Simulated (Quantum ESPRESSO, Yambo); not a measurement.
# SrTiO3 (Tausonite): G0W0 in Yambo against the bands, part 2 of 2

How does the gap of SrTiO3 (Tausonite) converge in the bands?

Yambo 5.3.0; PBE and many-body steps on it, plane waves. Known limits of the many-body steps: not at the basis limit; no spin-orbit coupling; coarse k mesh.

So far. Step 4 (116 bands): Against the run before, the gap moves by −0.039 eV.

**5. 197 bands**

Level of this step: G0W0 on PBE, plane waves, norm-conserving pseudopotentials (Yambo).

Contents of gw4.in:

```
HF_and_locXC
gw0
dyson
ppa
em1d
rim_cut
RandQpts= 1000000
RandGvec= 1 RL
EXXRLvcs= 76 Ry
VXCRLvcs= 304 Ry
Chimod= "HARTREE"
% BndsRnXp
 1 | 197 |
%
NGsBlkXp= 12 Ry
% LongDrXp
 1 | 1 | 1 |
%
% GbndRnge
 1 | 197 |
%
DysSolver= "n"
ExtendOut
PPAPntXp= 27.21138 eV
% QPkrange
 10 | 10 | 19 | 22 |
 1 | 1 | 19 | 22 |
%
```

Launch:

```sh
> OMP_NUM_THREADS=1 mpirun -n 8 yambo -F gw4.in -J gw4 -C gw4 > gw4.log
```

Log:

```text
 Yambo, version 5.3.0

 [02] CORE Variables Setup
 =========================

  [... cell, symmetries and grids as in the set-up ...]

  [02.05] Energies & Occupations
  ==============================

  [X] === General ===
  [X] Electronic Temperature                        :  0.000000  0.000000 [eV K]
  [X] Bosonic    Temperature                        :  0.000000  0.000000 [eV K]
  [X] Finite Temperature mode                       : no
  [X] El. density                                   :  0.67159E+24 [cm-3]
[...]
QP @ state[ 1 ] b range                          :  19  22
   QP @ state[ 2 ] K range                          :  10  10
   QP @ state[ 2 ] b range                          :  19  22
   GF energies kind                                 : Perdew, Burke & Ernzerhof(X)+Perdew, Burke & Ernzerhof(C)
   GF WF`s kind                                     : Perdew, Burke & Ernzerhof(X)+Perdew, Burke & Ernzerhof(C)
   Xs energies kind                                 : Perdew, Burke & Ernzerhof(X)+Perdew, Burke & Ernzerhof(C)
   Xs WF`s kind                                     : Perdew, Burke & Ernzerhof(X)+Perdew, Burke & Ernzerhof(C)

 [11] Game Over & Game summary
```

It took 2.9 min on 8 MPI ranks of Arm Neoverse V2, shared host; peak memory 3.9 GiB; 21 min of CPU time.

This step gave:

| Property | Result |
| --- | --- |
| G0W0 gap on the points computed | 3.462 eV |
| starting gap on the mesh | 1.908 eV |
| k of the valence top | -0.5, -0.5, -0.5 |
| k of the conduction bottom | 0, 0, 0 |
| least direct G0W0 gap on the computed points | 3.829 eV |

Against the run before, the gap moves by −0.029 eV.

**6. 293 bands**

gw5.in, as its differences from gw4.in of step 5:

```diff
@@ -12,3 +12,3 @@
 % BndsRnXp
- 1 | 197 |
+ 1 | 293 |
 %
@@ -19,3 +19,3 @@
 % GbndRnge
- 1 | 197 |
+ 1 | 293 |
 %
```

Launch:

```sh
> OMP_NUM_THREADS=1 mpirun -n 8 yambo -F gw5.in -J gw5 -C gw5 > gw5.log
```

Log:

```text
 Yambo, version 5.3.0

 [02] CORE Variables Setup
 =========================

  [... cell, symmetries and grids as in the set-up ...]

  [02.05] Energies & Occupations
  ==============================

  [X] === General ===
  [X] Electronic Temperature                        :  0.000000  0.000000 [eV K]
  [X] Bosonic    Temperature                        :  0.000000  0.000000 [eV K]
  [X] Finite Temperature mode                       : no
  [X] El. density                                   :  0.67159E+24 [cm-3]
[...]
QP @ state[ 1 ] b range                          :  19  22
   QP @ state[ 2 ] K range                          :  10  10
   QP @ state[ 2 ] b range                          :  19  22
   GF energies kind                                 : Perdew, Burke & Ernzerhof(X)+Perdew, Burke & Ernzerhof(C)
   GF WF`s kind                                     : Perdew, Burke & Ernzerhof(X)+Perdew, Burke & Ernzerhof(C)
   Xs energies kind                                 : Perdew, Burke & Ernzerhof(X)+Perdew, Burke & Ernzerhof(C)
   Xs WF`s kind                                     : Perdew, Burke & Ernzerhof(X)+Perdew, Burke & Ernzerhof(C)

 [11] Game Over & Game summary
```

It took 5 min on 8 MPI ranks; peak memory 4.7 GiB.

This step gave:

```yaml
g0w0_gap_on_the_points_computed: 3.442 eV
starting_gap_on_the_mesh: 1.908 eV
k_of_the_valence_top: -0.5, -0.5, -0.5
k_of_the_conduction_bottom: 0, 0, 0
least_direct_g0w0_gap_on_the_computed_points: 3.809 eV
```

Against the run before, the gap moves by −0.020 eV.

**7. 402 bands**

gw6.in, as its differences from gw5.in of step 6:

```diff
@@ -12,3 +12,3 @@
 % BndsRnXp
- 1 | 293 |
+ 1 | 402 |
 %
@@ -19,3 +19,3 @@
 % GbndRnge
- 1 | 293 |
+ 1 | 402 |
 %
```

Launch:

```sh
> OMP_NUM_THREADS=1 mpirun -n 8 yambo -F gw6.in -J gw6 -C gw6 > gw6.log
```

Log:

```text
 Yambo, version 5.3.0

 [02] CORE Variables Setup
 =========================

  [... cell, symmetries and grids as in the set-up ...]

  [02.05] Energies & Occupations
  ==============================

  [X] === General ===
  [X] Electronic Temperature                        :  0.000000  0.000000 [eV K]
  [X] Bosonic    Temperature                        :  0.000000  0.000000 [eV K]
  [X] Finite Temperature mode                       : no
  [X] El. density                                   :  0.67159E+24 [cm-3]
[...]
QP @ state[ 1 ] b range                          :  19  22
   QP @ state[ 2 ] K range                          :  10  10
   QP @ state[ 2 ] b range                          :  19  22
   GF energies kind                                 : Perdew, Burke & Ernzerhof(X)+Perdew, Burke & Ernzerhof(C)
   GF WF`s kind                                     : Perdew, Burke & Ernzerhof(X)+Perdew, Burke & Ernzerhof(C)
   Xs energies kind                                 : Perdew, Burke & Ernzerhof(X)+Perdew, Burke & Ernzerhof(C)
   Xs WF`s kind                                     : Perdew, Burke & Ernzerhof(X)+Perdew, Burke & Ernzerhof(C)

 [11] Game Over & Game summary
```

Run time: 7 min. Hardware: 8 MPI ranks; peak memory 5.7 GiB.

This step gave:

```yaml
g0w0_gap_on_the_points_computed: 3.424 eV
starting_gap_on_the_mesh: 1.908 eV
k_of_the_valence_top: -0.5, -0.5, -0.5
k_of_the_conduction_bottom: 0, 0, 0
least_direct_g0w0_gap_on_the_computed_points: 3.793 eV
```

Against the run before, the gap moves by −0.018 eV.

**8. The runs together**

Times are wall times on 8 MPI ranks of Arm Neoverse V2, shared host, good to a factor of about two.

| run | mesh | bands | screening cutoff (eV) | DFT gap (eV) | gap on the mesh (eV) | direct (eV) | time |
| --- | --- | --- | --- | --- | --- | --- | --- |
| 42 bands | 4×4×4 | 42 | 163.3 | 1.908 | 3.607 | 3.993 | 35 s |
| 67 bands | 4×4×4 | 67 | 163.3 | 1.908 | 3.531 | 3.896 | 63 s |
| 116 bands | 4×4×4 | 116 | 163.3 | 1.908 | 3.492 | 3.859 | 1.7 min |
| 197 bands | 4×4×4 | 197 | 163.3 | 1.908 | 3.462 | 3.829 | 2.9 min |
| 293 bands | 4×4×4 | 293 | 163.3 | 1.908 | 3.442 | 3.809 | 5 min |
| 402 bands | 4×4×4 | 402 | 163.3 | 1.908 | 3.424 | 3.793 | 7 min |

**9. Outcome**

```
42 bands     : 3.607 eV
67 bands     : 3.531 eV
116 bands    : 3.492 eV
197 bands    : 3.462 eV
293 bands    : 3.442 eV
402 bands    : 3.424 eV
known limits : not at the basis limit; no spin-orbit coupling; coarse k mesh
```

What this shows: The setting moved: bands. From 42 bands to 402 bands the gap moves by −0.18 eV, for 12 times the time. The last step still moves it by −0.018 eV. Bands and screening cutoff are coupled, so a series along one setting does not show full convergence. Bands and cutoff are finite, so the gap is not at the basis limit. The miss can reach some tenths of an eV and take either sign; the mesh is an error of its own. In the G0W0 runs levels were corrected at 2 k points alone, so a gap called «on the mesh» is the least over those, and an edge elsewhere would be missed. The 4×4×4 mesh is coarse for this cell, which bears on the long-range parts of exchange and screening. This is the ideal cubic cell; many perovskites, halides above all, are cubic only on average, and local tilts or off-centring can widen the gap. The many-body steps are scalar-relativistic: spin-orbit coupling is not in them.

[Paths, hosts, dates, memory and timing lines, banners, echoed tables and standing remarks are left out of the program output.]

[Logs are printed without paths, hosts, clocks, repeated set-up lines and the standing remarks that a program may print on its own settings, such as how far it seeks lower states.]

[Runs of the session that timed out or met a known fault of the program may be left out.]

[Hosts, paths, dates, database ids (printed as entryN), source tags and the programs' standing remarks are cut or masked in the printed files.]
